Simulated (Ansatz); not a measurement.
# Structural relaxation of generalised stacking fault on (110) of a LiCl-LiBr solid solution (56 atoms)

How does generalised stacking fault on (110) of a LiCl-LiBr solid solution (56 atoms) relax, and what do bonds, charges and levels look like afterwards?

Main program and level: Ansatz 0.2.0; Kohn-Sham DFT, revPBE, PAW (set soft_2), plane waves.

## Step 1: Starting point

The cell holds 56 atoms: 28 Li, 10 Br and 18 Cl. Its edges and angles: a = 7.448 Å, b = 5.266 Å, c = 26.313 Å, α = 90.0°, β = 86.6°, γ = 90.0°. It derives from LiCl and LiBr. Rock-salt LiCl lattice (a = 5.2663 Å, the value set for the mixture), cell with z along [110], 2 x 1 x 7 periods; the third cell vector is tilted by 0.417 of 1/2[1-10] and lengthened by 0.2 Å, so the cell holds one fault; displaced by a Gaussian of 0.01 Å; 10 of 28 Cl sites given to Br at random (lattice constant by Vegard's rule between LiCl and LiBr).

Before any run, some limits are plain. The cell is under 6 Å thick along one periodic direction, so every atom has periodic images of itself close by, which move with it and show among its neighbours and in g(r). Atoms were free to move along the slip, so the relaxation can undo part or all of it. The host structure and its lattice constant were typed by rule, without a check against the phase diagram.

## Step 2: Single point at the start

A single point comes first, to see the forces before anything moves.

Contents of input.yaml:

```yaml
crystal:
  lattice:
    - [7.44767, 0.0, 0.0]
    - [0.0, 5.2663, 0.0]
    - [1.55157, 0.0, 26.26686]
  atoms:
    - { symbol: Li, position: [0.79513, 0.00218, 0.992] }
    - { symbol: Br, position: [0.7351, 0.0014, 0.07085] }
    - { symbol: Li, position: [0.97089, 0.99891, 0.14148] }
    - { symbol: Cl, position: [0.70462, 0.00223, 0.21221] }
    - { symbol: Li, position: [0.94193, 0.00101, 0.28303] }
    - { symbol: Cl, position: [0.6754, 0.00063, 0.35393] }
    - { symbol: Li, position: [0.91005, 0.00064, 0.42515] }
    - { symbol: Cl, position: [0.64661, 0.00185, 0.49638] }
    - { symbol: Li, position: [0.88393, 0.00041, 0.56668] }
    - { symbol: Cl, position: [0.61826, 0.00094, 0.63754] }
    - { symbol: Li, position: [0.85374, 0.00077, 0.70841] }
    - { symbol: Cl, position: [0.58778, 0.99799, 0.77951] }
    - { symbol: Li, position: [0.82222, 0.9998, 0.85007] }
    - { symbol: Cl, position: [0.55808, 0.00101, 0.92026] }
    - { symbol: Li, position: [0.29498, 0.00418, 0.99257] }
    - { symbol: Br, position: [0.23618, 0.00428, 0.07067] }
    - { symbol: Li, position: [0.46944, 0.00107, 0.14098] }
    - { symbol: Cl, position: [0.20407, 0.00244, 0.2126] }
    - { symbol: Li, position: [0.4402, 0.00086, 0.28323] }
    - { symbol: Br, position: [0.1752, 0.99656, 0.35332] }
    - { symbol: Li, position: [0.41016, 0.00205, 0.42486] }
    - { symbol: Cl, position: [0.14831, 0.99816, 0.49573] }
    - { symbol: Li, position: [0.3823, 0.00032, 0.5666] }
    - { symbol: Cl, position: [0.11932, 0.00087, 0.63782] }
    - { symbol: Li, position: [0.35369, 0.99943, 0.70851] }
    - { symbol: Cl, position: [0.08774, 0.99911, 0.77891] }
    - { symbol: Li, position: [0.31874, 0.99848, 0.84995] }
    - { symbol: Cl, position: [0.05782, 0.99613, 0.92143] }
    - { symbol: Li, position: [0.23817, 0.5052, 0.07052] }
    - { symbol: Cl, position: [0.97345, 0.4995, 0.14101] }
    - { symbol: Li, position: [0.20622, 0.5011, 0.2122] }
    - { symbol: Cl, position: [0.94104, 0.50118, 0.28328] }
    - { symbol: Li, position: [0.17497, 0.49792, 0.35374] }
    - { symbol: Br, position: [0.90876, 0.49807, 0.42484] }
    - { symbol: Li, position: [0.14864, 0.49838, 0.49532] }
    - { symbol: Cl, position: [0.88163, 0.49676, 0.56652] }
    - { symbol: Li, position: [0.12043, 0.49957, 0.63784] }
    - { symbol: Cl, position: [0.85104, 0.50368, 0.70815] }
    - { symbol: Li, position: [0.08774, 0.50033, 0.77933] }
    - { symbol: Cl, position: [0.82377, 0.49983, 0.85063] }
    - { symbol: Li, position: [0.05648, 0.50126, 0.92124] }
    - { symbol: Cl, position: [0.79494, 0.50093, 0.99157] }
    - { symbol: Li, position: [0.73639, 0.50282, 0.07082] }
    - { symbol: Br, position: [0.46966, 0.50002, 0.14193] }
    - { symbol: Li, position: [0.70577, 0.49862, 0.21185] }
    - { symbol: Br, position: [0.44126, 0.50284, 0.28276] }
    - { symbol: Li, position: [0.67741, 0.49897, 0.3542] }
    - { symbol: Br, position: [0.40963, 0.50279, 0.42484] }
    - { symbol: Li, position: [0.64737, 0.49823, 0.49621] }
    - { symbol: Cl, position: [0.38063, 0.49874, 0.56729] }
    - { symbol: Li, position: [0.61715, 0.49871, 0.6377] }
    - { symbol: Br, position: [0.35223, 0.49958, 0.70849] }
    - { symbol: Li, position: [0.58748, 0.50001, 0.77954] }
    - { symbol: Br, position: [0.32065, 0.50152, 0.85002] }
    - { symbol: Li, position: [0.55706, 0.49745, 0.92088] }
    - { symbol: Br, position: [0.29243, 0.50399, 0.99235] }
kpoints:
  mp_grid: { grid: [2, 3, 1] }
hamiltonian:
  xc: revpbe
scf:
  occupations: { method: fermi_dirac, width: 0.05 }
output:
  forces: true
  stress: true
  populations: true
  dos:
    method: { smearing: { sigma: 0.1 } }
    de: 0.1
    projected: { site_lists: { Br: [Br], Cl: [Cl], Li: [Li] } }
  eigenvalues: true
```

Run with:

```bash
ansatz run input.yaml --threads 4 --pin off --max-ram 8192MiB --backend cpu --events-out ev --progress --plain --runs-dir out
```

Numbers of over 12 decimals in the logs are rounded to 6 here.

The program printed:

```text
Engine: ansatz 0.2.0, aarch64-unknown-linux-gnu
Pseudopotentials: kind: paw
Pseudopotential: Li, paw, valence charge 3, recommended cutoff 420 eV (normal), Li.paw.azcp
Pseudopotential: Br, paw, valence charge 7, recommended cutoff 420 eV (normal), Br.paw.azcp
Pseudopotential: Cl, paw, valence charge 7, recommended cutoff 420 eV (normal), Cl.paw.azcp
Functional definition: revPBE
  parameter kappa = 1.245
  parameter beta = 0.066725
  exchange = pbe_x(kappa = kappa, mu = beta*pi^2/3)
  correlation = pbe_c(beta = beta)
Crystal: 56 atoms, lattice volume = 1030.230 Å³
Basis set: ecut = 420 eV, 20169 PW (Γ), exchange–correlation on 100×72×360 points (8 copies of the dense FFT grid, shifted against one another)
Bands: 196, of which v1, the nominal top of the filled ones, is band 140 counted from 1 (139 counted from 0)
Symmetry: 1 space group operations
Space group: P1 (ITA 1), of the structure as read, at distance tolerance 1.0e-4 Å
k-points: 4 of 6 (time reversal used)
Non-local potential: Li, projectors of the file, l = 0: 3, l = 1: 2, l = 2: 1
Non-local potential: Br, projectors of the file, l = 0: 2, l = 1: 2, l = 2: 2
Non-local potential: Cl, projectors of the file, l = 0: 2, l = 1: 2, l = 2: 2
PAW form: soft (Blöchl's): semilocal exchange-correlation on the pseudo side does not see the compensation charge
PAW frozen core: Br, regenerated for the run's functional, and the local potential with it (the file was generated under x = pbe(κ = 0.804, μ = 0.219515), c = pbe(β = 0.066725))
PAW frozen core: Cl, regenerated for the run's functional, and the local potential with it (the file was generated under x = pbe(κ = 0.804, μ = 0.219515), c = pbe(β = 0.066725))
PAW one-centre angular grid: Li, 110 points (default); XC on 64 Gauss nodes
PAW one-centre angular grid: Br, 110 points (default); XC on 64 Gauss nodes
PAW one-centre angular grid: Cl, 110 points (default); XC on 64 Gauss nodes
Initial density: superposition of atomic densities (neutral atoms: chi_scale 0, normalization atom), corrected by the library's trained network
Initial wavefunctions: pseudopotential atomic-orbital guess
Functional: x = revpbe(κ = 1.245, μ = 0.219515), c = pbe(β = 0.066725)
SCF iter   1: F=—  HF=-53195.884576 eV  |F-HF|=—  |Δ(HF+E_count)|=         —  Δρ=2.09e-3  dr2=5.34e-2  ethr=1.77e-3  ⟨swp⟩=12.8  Hψ=4800  notcnv=0  defer=61
preconditioner: auto → Resta (q_TF=auto, 2.196 Å⁻¹)  ε∞=2.9  [insulator: Δε(μ)=5.476 eV  Ē_g=12.623 eV  σ=0.050 eV  W_gap=1.00  n_scr=186 (ndim 8)  ℏωp=17.3 eV  f_vac=0.002  D(μ)=0.00/eV (n_scr^D=0)  ε∞_Penn≈2.9]
SCF iter   2: F=—  HF=-53195.867895 eV  |F-HF|=—  |Δ(HF+E_count)|=   1.67e-2  Δρ=1.08e-3  dr2=1.17e-2  ethr=1.91e-5  ⟨swp⟩=2.0  Hψ=1312  notcnv=0  defer=85
SCF iter   3: F=—  HF=-53195.866998 eV  |F-HF|=—  |Δ(HF+E_count)|=   8.97e-4  Δρ=2.42e-4  dr2=7.95e-4  ethr=4.18e-6  ⟨swp⟩=2.2  Hψ=1143  notcnv=0  defer=85
SCF iter   4: F=—  HF=-53195.867377 eV  |F-HF|=—  |Δ(HF+E_count)|=   3.79e-4  Δρ=4.97e-5  dr2=2.62e-5  ethr=2.84e-7  ⟨swp⟩=2.0  Hψ=921  notcnv=0  defer=85
SCF iter   5: F=—  HF=-53195.866958 eV  |F-HF|=—  |Δ(HF+E_count)|=   4.19e-4  Δρ=1.77e-5  dr2=2.75e-6  ethr=9.34e-9  ⟨swp⟩=2.0  Hψ=1194  notcnv=0  defer=107
SCF iter   6: F=—  HF=-53195.866966 eV  |F-HF|=—  |Δ(HF+E_count)|=   8.05e-6  Δρ=4.08e-6  dr2=2.65e-7  ethr=9.83e-10  ⟨swp⟩=2.0  Hψ=1191  notcnv=0  defer=128
SCF iter   7: F=-53195.866966 eV  HF=-53195.866966 eV  |F-HF|=4.44e-8  |Δ(HF+E_count)|=   3.42e-7  Δρ=1.40e-6  dr2=3.65e-8  ethr=3.57e-11  ⟨swp⟩=19.5  Hψ=5179  notcnv=0
SCF 1 converged in 7 iterations: F = -53195.866966 eV  dr2 = 3.65e-8
  greatest PAW one-centre occupation: 1.000 electrons in one spin orbital (limit 2), on the Li atom at site 14 (counted from 0), in its partial waves of l = 0
SCF converged after 7 iterations
Free energy (F): -53195.866966 eV
Harris-Foulkes:  -53195.866966 eV  (|F-HF|=4.44e-8)
Internal energy: -53195.866966 eV  (E = F + TS)
E sigma→0 (E₀):  -53195.866966 eV
Fermi energy:    5.010273 eV
--- Per-component energies (eV) ---
  E_band       = -2880.076828
  E_kinetic    = 4880.101585
  E_local      = -9220.080588  (includes V_loc(G=0)·N_el)
  E_nonlocal   = 276.458363
  E_hartree    = 2624.908357
  E_xc         = -4913.565564
  E_vxc        = -3655.798895  (∫ρ·V_xc dr)
  E_paw        = -35018.635501  (= ΣΔE_a)
  E_vpaw       = -410.571455  (= ΣTr[D̂ρ^β])
  E_aug_tail   = 0.002009  (compensation charges beyond the density's cutoff)
  E_ewald      = -11824.068459
  E_core_change = -0.987169  (= ΣΔE_core)
  E_smearing   = -0.000000  (= −TS)
  E_closure    = 0.000000  (closes the sum)
  Σ components = -53195.866966   (vs F -53195.866966, Δ=0.00e0)
--- Forces (eV/Å), atoms counted from 1 ---
  atom   1  Li     0.28985090    -0.00038819    -2.19217693
  atom   2  Br    -0.33562217    -0.01259413     2.05276636
  atom   3  Li    -0.00235635     0.00756976     0.18472788
  atom   4  Cl     0.08613819    -0.01654841     0.02182993
  atom   5  Li    -0.15046925    -0.00034098    -0.14632190
  atom   6  Cl     0.02612383     0.00744150    -0.00865069
  atom   7  Li    -0.12040399    -0.02002328     0.11305135
  atom   8  Cl    -0.00433531    -0.03114127     0.03015772
  atom   9  Li    -0.01295256    -0.00126933     0.01349786
  atom  10  Cl     0.02868474    -0.01443316    -0.02212677
  atom  11  Li    -0.01355540    -0.00367321    -0.01231391
  atom  12  Cl     0.06147916     0.03517790    -0.00408291
  atom  13  Li    -0.00703927    -0.00184137     0.00701586
  atom  14  Cl     0.05640540     0.00926358     0.16466701
[...]
atom  55  Li     0.24953309     0.00872142     0.07285794
  atom  56  Br     0.44210487    -0.03511448    -2.47827811
  max |Σ_I F_I| component: 2.25e-4 eV/Å
--- Stress (GPa, compression-positive) ---
        2.233720      -0.003634      -0.392946
       -0.003634       2.328998       0.001489
       -0.392947       0.001489       4.116544
  P = ⅓ Tr σ = 2.8931 GPa (28.931 kbar)
--- Band table (eV) ---
  k-point 0: bands = ["-42.2276", "-42.2260", "-42.2187", "-42.2156", [... 180 levels ...], "11.1518", "11.4154", "11.4318", "11.4560", "11.4722", "11.5162", "11.5412", "11.6140", "11.6348", "11.6875", "11.7209", "11.7485"]
[...]
--- Löwdin populations: 56 sites ---
  site symbol       q [e]
     0     Li      2.3164
     1     Br      7.5707
     2     Li      2.3339
[...]
55     Br      7.5705
  spilling = 0.005802 (of n_electrons = 280.000000)
```

Elapsed: 90 s, on 4 threads of Arm Neoverse N1, shared host; peak memory 3 GiB.

The column dr2 measures how far the density is from self-consistency, as an energy; F and HF (Harris–Foulkes) agree once it is small.

Read from the output:

| Property | Result |
| --- | --- |
| free energy | -53195.8670 eV |
| free energy per atom | -949.9262 eV/atom |
| SCF cycles | 7 |
| pressure | 2.893 GPa |
| r.m.s. force component | 0.4657 eV/Å |
| longest force | 2.518 eV/Å |
| Fermi energy | 5.01 eV |
| gap (highest filled to lowest empty level) | 5.557 eV |
| spilling of the projection | 0.005802 |

The r.m.s. force component of 0.47 eV/Å and the pressure of 2.9 GPa set the starting point.

Neighbours are counted within 3.06 Å (Li-Cl), 3.02 Å (Li-Br).

Length of the force by element and coordination:

```
element  coordination  atoms  mean length of the force (eV/Å)  spread   least   most
     Br           all     10                            0.765    1.05  0.0236   2.52
     Br             5      3                             2.35   0.194    2.08   2.52
     Br             6      7                           0.0843  0.0404  0.0236  0.161
     Cl           all     18                            0.146   0.296  0.0285   1.36
     Cl             5      1                             1.36       0    1.36   1.36
     Cl             6     17                            0.075  0.0365  0.0285  0.174
     Li           all     28                            0.428   0.670  0.0101   2.39
     Li             5      4                             1.96   0.585   0.956   2.39
     Li             6     24                            0.172  0.0945  0.0101  0.282
```

## Step 3: Relaxation

The atoms are relaxed in the fixed cell, aiming at the force tolerance of the input.

input.yaml, the sections that differ from step 2:

```yaml
output:
  forces: true
relax:
  f_tol: 0.03
  max_steps: 200
# crystal, kpoints, hamiltonian, scf: as in step 2
```

The program printed:

```text
[...]
Crystal: 56 atoms, lattice volume = 1030.230 Å³
Basis set: ecut = 420 eV, 20169 PW (Γ), exchange–correlation on 100×72×360 points (8 copies of the dense FFT grid, shifted against one another)
Bands: 196, of which v1, the nominal top of the filled ones, is band 140 counted from 1 (139 counted from 0)
Symmetry: 1 space group operations
[...]
k-points: 4 of 6 (time reversal used)
[...]
SCF iter   1: F=—  HF=-53195.884577 eV  |F-HF|=—  |Δ(HF+E_count)|=         —  Δρ=2.09e-3  dr2=5.34e-2  ethr=1.77e-3  ⟨swp⟩=12.8  Hψ=4800  notcnv=0  defer=61
[...]
SCF iter   6: F=-53195.866966 eV  HF=-53195.866966 eV  |F-HF|=2.13e-7  |Δ(HF+E_count)|=   5.42e-6  Δρ=2.80e-6  dr2=1.35e-7  ethr=5.84e-10  ⟨swp⟩=1.0  Hψ=1883  notcnv=0
SCF 1 converged in 6 iterations: F = -53195.866966 eV  dr2 = 1.35e-7
[...]
relax step   1: F+E_penalty+E_count = -53195.86696618 eV  Δ(F+E_penalty+E_count) = +0.000e0 eV  max|allowed force component| = 2.478e0 eV/Å  Δτ_max = 0.0000 Å  (6 SCF iters, dr2 threshold 2.25e-5 eV, accepted)
[...]
relax step   2: F+E_penalty+E_count = -53196.92918707 eV  Δ(F+E_penalty+E_count) = -1.062e0 eV  max|allowed force component| = 1.184e0 eV/Å  Δτ_max = 0.1940 Å  (6 SCF iters, dr2 threshold 1.00e-4 eV, accepted)
[...]
relax step   3: F+E_penalty+E_count = -53197.42021204 eV  Δ(F+E_penalty+E_count) = -4.910e-1 eV  max|allowed force component| = 3.593e-1 eV/Å  Δτ_max = 0.2000 Å  (5 SCF iters, dr2 threshold 8.76e-5 eV, accepted)
relax step   4: F+E_penalty+E_count = -53197.56883878 eV  Δ(F+E_penalty+E_count) = -1.486e-1 eV  max|allowed force component| = 4.908e-2 eV/Å  Δτ_max = 0.2000 Å  (6 SCF iters, dr2 threshold 1.19e-5 eV, accepted)
relax step   5: F+E_penalty+E_count = -53197.62881316 eV  Δ(F+E_penalty+E_count) = -5.997e-2 eV  max|allowed force component| = 3.154e-2 eV/Å  Δτ_max = 0.1918 Å  (8 SCF iters, accepted)
relax step   6: F+E_penalty+E_count = -53197.67910849 eV  Δ(F+E_penalty+E_count) = -5.030e-2 eV  max|allowed force component| = 5.408e-2 eV/Å  Δτ_max = 0.1952 Å  (8 SCF iters, accepted)
relax step   7: F+E_penalty+E_count = -53197.70297257 eV  Δ(F+E_penalty+E_count) = -2.386e-2 eV  max|allowed force component| = 8.329e-2 eV/Å  Δτ_max = 0.1942 Å  (6 SCF iters, dr2 threshold 1.21e-6 eV, accepted)
relax step   8: F+E_penalty+E_count = -53197.63891882 eV  Δ(F+E_penalty+E_count) = +6.405e-2 eV  max|allowed force component| = 3.112e-1 eV/Å  Δτ_max = 0.1902 Å  (6 SCF iters, dr2 threshold 6.94e-6 eV, rejected (line search))
relax step   9: F+E_penalty+E_count = -53197.72625637 eV  Δ(F+E_penalty+E_count) = -2.328e-2 eV  max|allowed force component| = 2.582e-2 eV/Å  Δτ_max = 0.0951 Å  (7 SCF iters, accepted)
[...]
relax step  10: F+E_penalty+E_count = -53197.72955424 eV  Δ(F+E_penalty+E_count) = -3.298e-3 eV  max|allowed force component| = 2.832e-2 eV/Å  Δτ_max = 0.0878 Å  (7 SCF iters, accepted)
SCF converged after 7 iterations
Free energy (F): -53197.729554 eV
[...]
Internal energy: -53197.729554 eV  (E = F + TS)
E sigma→0 (E₀):  -53197.729554 eV
Fermi energy:    5.119074 eV
[...]
--- Forces (eV/Å), atoms counted from 1 ---
  atom   1  Li    -0.00429876    -0.00000725    -0.02074982
  atom   2  Br     0.00921367     0.00402915     0.01951357
  atom   3  Li    -0.00596406    -0.00037185    -0.01761609
  atom   4  Cl     0.00674486    -0.00037890    -0.00367331
  atom   5  Li     0.00234561     0.00002544     0.00665397
  atom   6  Cl    -0.01108910     0.00068980    -0.00307642
  atom   7  Li     0.00197710    -0.00010018     0.00394962
  atom   8  Cl    -0.00135061    -0.00079008    -0.00288293
  atom   9  Li     0.00274098    -0.00029351     0.00142339
  atom  10  Cl    -0.00519220    -0.00100459     0.00270959
  atom  11  Li     0.00488268     0.00037973     0.00045879
  atom  12  Cl    -0.00314983    -0.00046276    -0.00408708
  atom  13  Li     0.00084803     0.00014980     0.01212198
  atom  14  Cl     0.00511635     0.00105265    -0.01242808
[...]
atom  55  Li    -0.00311796    -0.00017329     0.00470754
  atom  56  Br    -0.01725040    -0.00361947    -0.00832922
  max |Σ_I F_I| component: 2.05e-4 eV/Å
--- Relaxed structure (10 steps of the walk, 9 accepted, 0 SCFs on fresh bases) ---
  F+E_penalty+E_count = -53197.72955424 eV   max|allowed force component| = 2.832e-2 eV/Å
  atoms:
    - { symbol: Li, position: [0.891444, 0.000400103, 0.989097] }
    - { symbol: Br, position: [0.642640, 0.000206605, 0.065800] }
    - { symbol: Li, position: [0.891830, 1.000475, 0.143097] }
    - { symbol: Cl, position: [0.641961, 0.000425195, 0.211185] }
[...]
- { symbol: Br, position: [0.392318, 0.500536, 0.992281] }
```

It took 6.5 min on 4 threads; peak memory 3 GiB; 20 min of CPU time.

Step by step:

```
step  energy less that of the first step (eV)  largest force component (eV/Å)
   1                                   0.0000                          2.4782
   2                                  -1.0622                          1.1839
   3                                  -1.5532                          0.3593
   4                                  -1.7019                          0.0491
   5                                  -1.7618                          0.0315
   6                                  -1.8121                          0.0541
   7                                  -1.8360                          0.0833
   8                                  -1.7720                          0.3112
   9                                  -1.8593                          0.0258
  10                                  -1.8626                          0.0283
```

Relaxation step 8 was tried and not accepted.

The atoms that moved most (Å):

```
atom      dx      dy      dz  length
Li29  -0.841  -0.026  -0.110   0.848
Br16  -0.761  -0.021  -0.156   0.777
Li55   0.759   0.016   0.032   0.760
Br56   0.744  -0.018  -0.002   0.744
Li15   0.721  -0.020  -0.124   0.732
Cl42   0.725  -0.003  -0.001   0.725
 Li1   0.713  -0.009  -0.076   0.717
 Br2  -0.696  -0.006  -0.133   0.709
```

The relaxation changed the energy by -33.3 meV/atom, and atoms moved by 0.47 Å r.m.s., 0.85 Å at most.

(Part 1 of 2 ends here.)

[Logs are printed without paths, hosts, clocks, repeated set-up lines and the standing remarks that a program may print on its own settings, such as how far it seeks lower states.]

[Hosts, paths, dates, database ids (printed as entryN), source tags and the programs' standing remarks are cut or masked in the printed files.]
